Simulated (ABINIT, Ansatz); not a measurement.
Computed results, one entry a study.

How the form of the self-energy moves the gap of Sr2H6Os (Fm-3m). Symmetry: Fm-3m, No. 225, cubic system. Conventional cell: a = 7.625 Å, b = 7.625 Å, c = 7.625 Å, α = 90.00°, β = 90.00°, γ = 90.00°. Nearest to Sr lie 12 H at 2.70 Å. H has 1 Os at 1.72 Å and 4 H at 2.44 Å and 4 Sr at 2.70 Å nearest. Nearest to Os lie 6 H at 1.72 Å. Farther neighbours, and contacts between anions beyond the nearest, are not listed. The calculation used RPA screening on PBEsol, plane waves, norm-conserving pseudopotentials (and 3 further levels or steps) in ABINIT 10.8.3, with cutoff 33 Ha, PseudoDojo scalar-relativistic 0.4.1 standard, norm-conserving, ngkpt (2, 2, 2), nband 94, ecuteps 4.2 Ha, gwcalctyp 2, nfreqre 16, nfreqim 8, inclvkb 2, freqremax 40 eV, spmeth 1, nomegasf 120, shiftk (0, 0, 0), symchi 1, awtr 1, frequency cd, 2×2×2 k-mesh. The G0W0, Godby-Needs plasmon pole is 3.464 eV. The G0W0, Engel-Farid plasmon pole is 3.501 eV and the G0W0, von der Linden-Horsch plasmon pole is 3.506 eV. The one-shot Hartree-Fock is 9.768 eV. The G0W0, contour deformation is 3.429 eV and the known limits are short of the basis limit; no spin polarisation; d states lean on the start; no spin-orbit coupling; coarse k mesh. It took 8 runs, 1.9 min in all on 4 MPI ranks of Arm Neoverse V2, shared host. G0W0, Engel-Farid plasmon pole: +0.037 eV against G0W0, Godby-Needs plasmon pole. G0W0, von der Linden-Horsch plasmon pole: +0.042 eV against G0W0, Godby-Needs plasmon pole. The program's warnings: Min real frequency set to default [Ha] = and nproc spkpt=  >= nkpt= * nsppol=. The cell and positions are those that the Materials Project relaxed with its own functionals (PBE, PBE+U or r2SCAN), kept fixed. Limits: no spin polarisation; d states lean on the start; no spin-orbit coupling. The 2×2×2 mesh is coarse for this cell, which bears on the long-range parts of exchange and screening. The runs have no spin polarisation. For a closed low-spin shell that is the natural state; where a d or f shell is open it is a constraint, and the gap is then not the crystal's own.

```xyz
9
Lattice="0.0000 3.8123 3.8123 3.8123 0.0000 3.8123 3.8123 3.8123 0.0000" Properties=species:S:1:pos:R:3 pbc="T T T"
Sr    5.7184    5.7184    5.7184
Sr    1.9061    1.9061    1.9061
H     3.8123    3.8123    5.9002
H     3.8123    1.7243    3.8123
H     1.7243    3.8123    3.8123
H     3.8123    3.8123    1.7243
H     3.8123    5.9002    3.8123
H     5.9002    3.8123    3.8123
Os    0.0000    0.0000    0.0000
```

[Long decimals in the printed logs are rounded to 6 places.]

[Logs are printed without paths, hosts, clocks, repeated set-up lines and the standing remarks that a program may print on its own settings, such as how far it seeks lower states.]

[Paths, hosts, dates, memory and timing lines, banners, echoed tables and standing remarks are left out of the program output; an Ansatz launch command may be rebuilt from the run's recorded settings. Measured values are a selection of at most five: reports struck by readers or far from the other reports are left out. None is set beside runs whose start may be inverted or whose files or cutoffs have a known fault.]

[Runs of the session that timed out or met a known fault of the program may be left out.]

[Hosts, paths, dates, database ids (printed as entryN), source tags and the programs' standing remarks are cut or masked in the printed files.]

[G0W0 gaps are taken among the corrected bands and points alone; a level outside them can change the order at an edge.]

[Where Ansatz stands beside ABINIT at settings called matched, ABINIT's density can come from a denser mesh and the files from another edition; pairs whose starting gaps differed by over 0.03 eV were left out, so agreement reads better than it is.]
